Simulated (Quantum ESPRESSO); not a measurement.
# CaMn2As2: which magnetic order is lowest, part 2 of 2

Wanted: the moments of CaMn2As2 and the energy of each order that was tried.

Quantum ESPRESSO 7.5; LDA; plane waves with GBRV 1.5 LDA potentials, no spin-orbit coupling.

So far, absolute magnetization (μB): step 2 (start 1: ferro ++) 5.28.

## Step 4: Start 3: antiferro +−

File pw.in:

```
&CONTROL
  calculation = 'scf'
  prefix = 'pwscf'
  outdir = './tmp'
  pseudo_dir = './pseudo'
  disk_io = 'nowf'
/
&SYSTEM
  ibrav = 0
  nat = 5
  ntyp = 4
  ecutwfc = 40
  ecutrho = 280
  nbnd = 34
  occupations = 'smearing'
  smearing = 'fd'
  degauss = 0.00734986
  nspin = 2
  starting_magnetization(1) = 0
  starting_magnetization(2) = 0.2333
  starting_magnetization(3) = -0.2333
  starting_magnetization(4) = 0
/
&ELECTRONS
  conv_thr = 1d-08
  electron_maxstep = 150
  mixing_beta = 0.3
/
ATOMIC_SPECIES
Ca     40.0780 ca_lda_v1.uspp.F.UPF
Mn1    54.9380 mn_lda_v1.5.uspp.F.UPF
Mn2    54.9380 mn_lda_v1.5.uspp.F.UPF
As     74.9216 as_lda_v1.uspp.F.UPF
CELL_PARAMETERS angstrom
   4.0003377127    0.0000000000    0.0000000000
  -2.0001688564    3.4643940829    0.0000000000
   0.0000000000    0.0000000000    6.9955350000
ATOMIC_POSITIONS crystal
Ca      0.0000000000    0.0000000000    0.0000000000
Mn1     0.3333333300    0.6666666700    0.6158690000
Mn2     0.6666666700    0.3333333300    0.3841310000
As      0.6666666700    0.3333333300    0.7290990000
As      0.3333333300    0.6666666700    0.2709010000
K_POINTS automatic
8 8 4 0 0 0
```

Command:

```
OMP_NUM_THREADS=1 mpirun -n 4 pw.x -nk 4 -in pw.in > pw.out
```

Log:

```text
     [... lines left out ...]
Program PWSCF v.7.5 starts
     [... lines left out ...]
     number of atoms/cell      =            5
     [... lines left out ...]
     number of electrons       =        50.00
     number of Kohn-Sham states=           34
     kinetic-energy cutoff     =      40.0000  Ry
     charge density cutoff     =     280.0000  Ry
     scf convergence threshold =      1.0E-08
     [... lines left out ...]
      6 Sym. Ops. (no inversion) found
     [... lines left out ...]
     number of k points=    35  Fermi-Dirac smearing, width (Ry)=  0.0073
     [... lines left out ...]
     iteration # 15     ecut=    40.00 Ry     beta= 0.30
     [... lines left out ...]
     Magnetic moment per site  (integrated on atomic sphere of radius R)
     atom   1 (R=0.308)  charge=  8.4023  magn= -0.0000
     atom   2 (R=0.249)  charge= 13.0977  magn=  2.9375
     atom   3 (R=0.249)  charge= 13.0977  magn= -2.9375
     atom   4 (R=0.249)  charge=  2.7124  magn= -0.0101
     atom   5 (R=0.249)  charge=  2.7124  magn=  0.0101
     [... lines left out ...]
     the Fermi energy is     9.6611 ev
!    total energy              =    -577.07145134 Ry
     estimated scf accuracy    <          9.8E-10 Ry
     smearing contrib. (-TS)   =      -0.00754432 Ry
     [... lines left out ...]
     total magnetization       =     0.00 Bohr mag/cell
     absolute magnetization    =     6.72 Bohr mag/cell
     convergence has been achieved in  15 iterations
```

Wall time 41 s (4 MPI ranks of Arm Neoverse V2, shared host); peak memory 0.48 GiB; 2.7 min of CPU time.

Spin moment in the atom's sphere by atom:

| atom | spin moment in the atom's sphere (μB) |
| --- | --- |
| Ca1 | 0.00 |
| Mn2 | 2.94 |
| Mn3 | -2.94 |
| As4 | -0.01 |
| As5 | 0.01 |

Read from the output:

```yaml
smearing_term_ts: 0.1026 eV
magnetization: 0 μB
absolute_magnetization: 6.72 μB
final_state: antiferromagnetic
```

## Step 5: Run 4, typed as no spin polarisation

File pw.in:

```
&CONTROL
  calculation = 'scf'
  prefix = 'pwscf'
  outdir = './tmp'
  pseudo_dir = './pseudo'
  disk_io = 'nowf'
/
&SYSTEM
  ibrav = 0
  nat = 5
  ntyp = 3
  ecutwfc = 40
  ecutrho = 280
  nbnd = 34
  occupations = 'smearing'
  smearing = 'fd'
  degauss = 0.00734986
/
&ELECTRONS
  conv_thr = 1d-08
  electron_maxstep = 150
  mixing_beta = 0.3
/
ATOMIC_SPECIES
Ca     40.0780 ca_lda_v1.uspp.F.UPF
Mn     54.9380 mn_lda_v1.5.uspp.F.UPF
As     74.9216 as_lda_v1.uspp.F.UPF
CELL_PARAMETERS angstrom
   4.0003377127    0.0000000000    0.0000000000
  -2.0001688564    3.4643940829    0.0000000000
   0.0000000000    0.0000000000    6.9955350000
ATOMIC_POSITIONS crystal
Ca      0.0000000000    0.0000000000    0.0000000000
Mn      0.3333333300    0.6666666700    0.6158690000
Mn      0.6666666700    0.3333333300    0.3841310000
As      0.6666666700    0.3333333300    0.7290990000
As      0.3333333300    0.6666666700    0.2709010000
K_POINTS automatic
8 8 4 0 0 0
```

Log:

```text
     [... lines left out ...]
Program PWSCF v.7.5 starts
     [... lines left out ...]
     number of atoms/cell      =            5
     [... lines left out ...]
     number of electrons       =        50.00
     number of Kohn-Sham states=           34
     kinetic-energy cutoff     =      40.0000  Ry
     charge density cutoff     =     280.0000  Ry
     scf convergence threshold =      1.0E-08
     [... lines left out ...]
     12 Sym. Ops., with inversion, found
     [... lines left out ...]
     number of k points=    35  Fermi-Dirac smearing, width (Ry)=  0.0073
     [... lines left out ...]
     iteration # 12     ecut=    40.00 Ry     beta= 0.30
     [... lines left out ...]
     the Fermi energy is     9.3786 ev
!    total energy              =    -577.00903609 Ry
     estimated scf accuracy    <          8.8E-09 Ry
     smearing contrib. (-TS)   =      -0.01977123 Ry
     [... lines left out ...]
     convergence has been achieved in  12 iterations
```

Run time: 18 s. Hardware: 4 MPI ranks; peak memory 0.43 GiB; 71 s of CPU time.

Numbers from this step:

```
smearing term TS : 0.2690 eV
final state      : non-magnetic (no spin polarisation)
```

## Step 6: Energies of the orders

An order is kept where moments of 0.15 μB or more survive with the typed signs; meshes match where a doubled cell samples the same k points as the first cell.

Orders:

| start | final state | typed order kept | energy over the lowest (meV a seeded atom) | largest site moment (μB) | net moment (μB a cell of the first run) | mesh matched | CPU time (s) |
| --- | --- | --- | --- | --- | --- | --- | --- |
| ferro ++ | ferromagnetic | yes | 133.4 | 2.309 | 4.787 | yes | 160 |
| antiferro q=(0,1/2,0) +--+ | antiferromagnetic | yes | 72.22 | 2.862 | 0 | yes | 1057 |
| antiferro +- | antiferromagnetic | yes | 0 | 2.938 | 0 | yes | 164.8 |
| no spin polarisation | non-magnetic | - | 424.6 | 0 | 0 | yes | 71.04 |

## Step 7: Couplings from the energies

E = −Σ J e·e over ordered pairs of unit vectors, so each pair counts twice. As many shells are taken as there are differences of energy, so the couplings are solved for and no residual tests the model; further shells are folded in, and shells whose pairs keep their relative signs in all orders cancel and are not probed. Couplings from the energies:

| pair | distance (Å) | neighbours an atom | J (meV) |
| --- | --- | --- | --- |
| Mn-Mn | 2.822 | 3 | -22.23 |
| Mn-Mn | 4 | 6 | 3.47 |

## Step 8: The lowest state again, with its states saved

File pw.in:

```
&CONTROL
  calculation = 'scf'
  prefix = 'pwscf'
  outdir = './tmp'
  pseudo_dir = './pseudo'
  disk_io = 'low'
/
&SYSTEM
  ibrav = 0
  celldm(1) = 8
  nat = 5
  ntyp = 4
  ecutwfc = 40
  ecutrho = 280
  nbnd = 38
  occupations = 'smearing'
  smearing = 'fd'
  degauss = 0.00734986
  nspin = 2
  starting_magnetization(1) = 0
  starting_magnetization(2) = 0.2333
  starting_magnetization(3) = -0.2333
  starting_magnetization(4) = 0
/
&ELECTRONS
  conv_thr = 1d-08
  electron_maxstep = 150
  mixing_beta = 0.3
/
ATOMIC_SPECIES
Ca     40.0780 ca_lda_v1.uspp.F.UPF
Mn1    54.9380 mn_lda_v1.5.uspp.F.UPF
Mn2    54.9380 mn_lda_v1.5.uspp.F.UPF
As     74.9216 as_lda_v1.uspp.F.UPF
CELL_PARAMETERS alat
   0.9449428353769    0.0000000000000    0.0000000000000
  -0.4724714177002    0.8183445005569    0.0000000000000
   0.0000000000000    0.0000000000000    1.6524556556542
ATOMIC_POSITIONS crystal
Ca      0.0000000000    0.0000000000    0.0000000000
Mn1     0.3333333300    0.6666666700    0.6158690000
Mn2     0.6666666700    0.3333333300    0.3841310000
As      0.6666666700    0.3333333300    0.7290990000
As      0.3333333300    0.6666666700    0.2709010000
K_POINTS automatic
8 8 4 0 0 0
```

Log:

```text
     [... lines left out ...]
Program PWSCF v.7.5 starts
     [... lines left out ...]
     number of atoms/cell      =            5
     [... lines left out ...]
     number of electrons       =        50.00
     number of Kohn-Sham states=           38
     kinetic-energy cutoff     =      40.0000  Ry
     charge density cutoff     =     280.0000  Ry
     scf convergence threshold =      1.0E-08
     [... lines left out ...]
      6 Sym. Ops. (no inversion) found
     [... lines left out ...]
     number of k points=    35  Fermi-Dirac smearing, width (Ry)=  0.0073
     [... lines left out ...]
     iteration # 14     ecut=    40.00 Ry     beta= 0.30
     [... lines left out ...]
     Magnetic moment per site  (integrated on atomic sphere of radius R)
     atom   1 (R=0.291)  charge=  8.4023  magn=  0.0000
     atom   2 (R=0.235)  charge= 13.0977  magn=  2.9373
     atom   3 (R=0.235)  charge= 13.0977  magn= -2.9373
     atom   4 (R=0.235)  charge=  2.7123  magn= -0.0101
     atom   5 (R=0.235)  charge=  2.7124  magn=  0.0101
     [... lines left out ...]
     the Fermi energy is     9.6610 ev
!    total energy              =    -577.07145134 Ry
     estimated scf accuracy    <          6.1E-09 Ry
     smearing contrib. (-TS)   =      -0.00754522 Ry
     [... lines left out ...]
     total magnetization       =     0.00 Bohr mag/cell
     absolute magnetization    =     6.72 Bohr mag/cell
     convergence has been achieved in  14 iterations
```

Wall time 40 s (4 MPI ranks); peak memory 0.6 GiB; 2.7 min of CPU time.

Numbers from this step:

```
smearing term TS       : 0.1027 eV
magnetization          : 0 μB
absolute magnetization : 6.72 μB
final state            : antiferromagnetic
largest moment         : 2.937 μB
```

## Step 9: Another way to count moments

projwfc.x projects the saved states on orthogonalised atomic orbitals of the pseudopotential files.

Log:

```text
[banner, memory and clock lines left out]
Program PROJWFC v.7.5 starts

     [... lines left out ...]
     IMPORTANT: XC functional enforced from input :
     Exchange-correlation= PZ
                           (   1   1   0   0   0   0   0)
     Any further DFT definition will be discarded
     Please, verify this is what you really want

     G-vector sticks info

     Check: negative core charge=   -0.000022

     Gaussian broadening (read from input): ngauss,degauss=   0    0.010000

     Calling projwave ....

  Problem Sizes
  natomwfc =           44
  nbnd     =           38
  nkstot   =           70
  npwx     =         2829
  nkb      =           90

     Atomic states used for projection
     (read from pseudopotential files):

     state #   1: atom   1 (Ca ), wfc  1 (l=0 m= 1)
     state #   2: atom   1 (Ca ), wfc  2 (l=1 m= 1)
     state #   3: atom   1 (Ca ), wfc  2 (l=1 m= 2)
     state #   4: atom   1 (Ca ), wfc  2 (l=1 m= 3)
     state #   5: atom   1 (Ca ), wfc  3 (l=0 m= 1)
     state #   6: atom   1 (Ca ), wfc  4 (l=2 m= 1)
     state #   7: atom   1 (Ca ), wfc  4 (l=2 m= 2)
     state #   8: atom   1 (Ca ), wfc  4 (l=2 m= 3)
     state #   9: atom   1 (Ca ), wfc  4 (l=2 m= 4)
     state #  10: atom   1 (Ca ), wfc  4 (l=2 m= 5)
     state #  11: atom   2 (Mn1), wfc  1 (l=0 m= 1)
     state #  12: atom   2 (Mn1), wfc  2 (l=1 m= 1)
     state #  13: atom   2 (Mn1), wfc  2 (l=1 m= 2)
     state #  14: atom   2 (Mn1), wfc  2 (l=1 m= 3)
     state #  15: atom   2 (Mn1), wfc  3 (l=0 m= 1)
     state #  16: atom   2 (Mn1), wfc  4 (l=2 m= 1)
     state #  17: atom   2 (Mn1), wfc  4 (l=2 m= 2)
     state #  18: atom   2 (Mn1), wfc  4 (l=2 m= 3)
     state #  19: atom   2 (Mn1), wfc  4 (l=2 m= 4)
     state #  20: atom   2 (Mn1), wfc  4 (l=2 m= 5)
     state #  21: atom   2 (Mn1), wfc  5 (l=1 m= 1)
     state #  22: atom   2 (Mn1), wfc  5 (l=1 m= 2)
     state #  23: atom   2 (Mn1), wfc  5 (l=1 m= 3)
     state #  24: atom   3 (Mn2), wfc  1 (l=0 m= 1)
     state #  25: atom   3 (Mn2), wfc  2 (l=1 m= 1)
     state #  26: atom   3 (Mn2), wfc  2 (l=1 m= 2)
     state #  27: atom   3 (Mn2), wfc  2 (l=1 m= 3)
     state #  28: atom   3 (Mn2), wfc  3 (l=0 m= 1)
     state #  29: atom   3 (Mn2), wfc  4 (l=2 m= 1)
     state #  30: atom   3 (Mn2), wfc  4 (l=2 m= 2)
     state #  31: atom   3 (Mn2), wfc  4 (l=2 m= 3)
     state #  32: atom   3 (Mn2), wfc  4 (l=2 m= 4)
     state #  33: atom   3 (Mn2), wfc  4 (l=2 m= 5)
     state #  34: atom   3 (Mn2), wfc  5 (l=1 m= 1)
     state #  35: atom   3 (Mn2), wfc  5 (l=1 m= 2)
     state #  36: atom   3 (Mn2), wfc  5 (l=1 m= 3)
     state #  37: atom   4 (As ), wfc  1 (l=0 m= 1)
     state #  38: atom   4 (As ), wfc  2 (l=1 m= 1)
     state #  39: atom   4 (As ), wfc  2 (l=1 m= 2)
     state #  40: atom   4 (As ), wfc  2 (l=1 m= 3)
     state #  41: atom   5 (As ), wfc  1 (l=0 m= 1)
     state #  42: atom   5 (As ), wfc  2 (l=1 m= 1)
     state #  43: atom   5 (As ), wfc  2 (l=1 m= 2)
     state #  44: atom   5 (As ), wfc  2 (l=1 m= 3)

 [... projections of the bands left out ...]

Lowdin Charges:

     Atom #   1: total charge =   9.3554, s =  2.3003, p =  5.9818, d =  1.0733,
                 spin up      =   4.6777, s =  1.1501,
                 spin up      =   4.6777, p =  2.9909, pz=  0.9965, px=  0.9972, py=  0.9972,
                 spin up      =   4.6777, d =  0.5367, dz2=  0.0703, dxz=  0.1308, dyz=  0.1308, dx2-y2=  0.1023, dxy=  0.1023,
                 spin down    =   4.6777, s =  1.1501,
                 spin down    =   4.6777, p =  2.9909, pz=  0.9965, px=  0.9972, py=  0.9972,
                 spin down    =   4.6777, d =  0.5367, dz2=  0.0703, dxz=  0.1308, dyz=  0.1308, dx2-y2=  0.1023, dxy=  0.1023,
                 polarization =   0.0000, s = -0.0000, p = -0.0000, d =  0.0000,
     Atom #   2: total charge =  15.4815, s =  2.4310, p =  7.3353, d =  5.7152,
                 spin up      =   9.4288, s =  1.2418,
                 spin up      =   9.4288, p =  3.7298, pz=  1.2595, px=  1.2352, py=  1.2352,
                 spin up      =   9.4288, d =  4.4571, dz2=  0.9059, dxz=  0.8647, dyz=  0.8647, dx2-y2=  0.9109, dxy=  0.9109,
                 spin down    =   6.0528, s =  1.1892,
                 spin down    =   6.0528, p =  3.6055, pz=  1.2321, px=  1.1867, py=  1.1867,
                 spin down    =   6.0528, d =  1.2581, dz2=  0.3114, dxz=  0.2854, dyz=  0.2854, dx2-y2=  0.1880, dxy=  0.1880,
                 polarization =   3.3760, s =  0.0526, p =  0.1243, d =  3.1990,
     Atom #   3: total charge =  15.4815, s =  2.4310, p =  7.3353, d =  5.7152,
                 spin up      =   6.0528, s =  1.1892,
                 spin up      =   6.0528, p =  3.6055, pz=  1.2321, px=  1.1867, py=  1.1867,
                 spin up      =   6.0528, d =  1.2581, dz2=  0.3114, dxz=  0.2854, dyz=  0.2854, dx2-y2=  0.1880, dxy=  0.1880,
                 spin down    =   9.4288, s =  1.2418,
                 spin down    =   9.4288, p =  3.7298, pz=  1.2595, px=  1.2352, py=  1.2352,
                 spin down    =   9.4288, d =  4.4571, dz2=  0.9059, dxz=  0.8647, dyz=  0.8647, dx2-y2=  0.9109, dxy=  0.9109,
                 polarization =  -3.3760, s = -0.0526, p = -0.1243, d = -3.1990,
     Atom #   4: total charge =   4.7832, s =  1.3018, p =  3.4814, d =  0.0000,
                 spin up      =   2.3678, s =  0.6497,
                 spin up      =   2.3678, p =  1.7181, pz=  0.6245, px=  0.5468, py=  0.5468,
                 spin up      =   2.3678, d =  0.0000, dz2=  0.0000, dxz=  0.0000, dyz=  0.0000, dx2-y2=  0.0000, dxy=  0.0000,
                 spin down    =   2.4154, s =  0.6521,
                 spin down    =   2.4154, p =  1.7634, pz=  0.5732, px=  0.5951, py=  0.5951,
                 spin down    =   2.4154, d =  0.0000, dz2=  0.0000, dxz=  0.0000, dyz=  0.0000, dx2-y2=  0.0000, dxy=  0.0000,
                 polarization =  -0.0477, s = -0.0024, p = -0.0453, d =  0.0000,
     Atom #   5: total charge =   4.7832, s =  1.3018, p =  3.4814, d =  0.0000,
                 spin up      =   2.4154, s =  0.6521,
                 spin up      =   2.4154, p =  1.7634, pz=  0.5732, px=  0.5951, py=  0.5951,
                 spin up      =   2.4154, d =  0.0000, dz2=  0.0000, dxz=  0.0000, dyz=  0.0000, dx2-y2=  0.0000, dxy=  0.0000,
                 spin down    =   2.3678, s =  0.6497,
                 spin down    =   2.3678, p =  1.7181, pz=  0.6245, px=  0.5468, py=  0.5468,
                 spin down    =   2.3678, d =  0.0000, dz2=  0.0000, dxz=  0.0000, dyz=  0.0000, dx2-y2=  0.0000, dxy=  0.0000,
                 polarization =   0.0477, s =  0.0024, p =  0.0453, d =  0.0000,
     Spilling Parameter:   0.0023
```

Run time: 2.2 s. Hardware: 4 MPI ranks; peak memory 0.3 GiB; 9 s of CPU time.

| atom | moment in the sphere (μB) | Löwdin moment (μB) | Löwdin charge (e) |
| --- | --- | --- | --- |
| Ca1 | 0.000 | 0.000 | 9.355 |
| Mn2 | 2.937 | 3.376 | 15.482 |
| Mn3 | -2.937 | -3.376 | 15.482 |
| As4 | -0.010 | -0.048 | 4.783 |
| As5 | 0.010 | 0.048 | 4.783 |

## Step 10: What came out

```
lowest state found                                                     : antiferromagnetic (from antiferro +-)
largest site moment                                                    : 2.94 μB
next state with moments                                                : antiferromagnetic, 72.2 meV a seeded atom higher
state without moments                                                  : 425 meV a seeded atom higher
J of the weightiest shell (Mn-Mn, 2.82 Å; E = −Σ J e·e, ordered pairs) : -22.2 meV
```

What this shows: The largest moment changes by 21 % between the kept orders, so a model of rigid spins is rough here. The largest moment reads 2.94 μB in the sphere and 3.38 μB by Löwdin projection; a site moment hangs on how space is shared out. This is the lowest of 4 collinear or spinless starts, no proof of the ground state. Energies are free energies at an electronic temperature of 1160 K, which lowers moments and differences where the moments are itinerant.

[Logs and program files are shortened in this print: banners, set-up blocks, solver, clock and traceback lines can be left out without a mark of their own.]

[Logs are printed without paths, hosts, clocks, repeated set-up lines and the standing remarks that a program may print on its own settings, such as how far it seeks lower states.]

[Hosts, paths, dates, database ids (printed as entryN), source tags and the programs' standing remarks are cut or masked in the printed files.]

[Where a cell is said to come from a database of computed structures, the database is the Materials Project.]
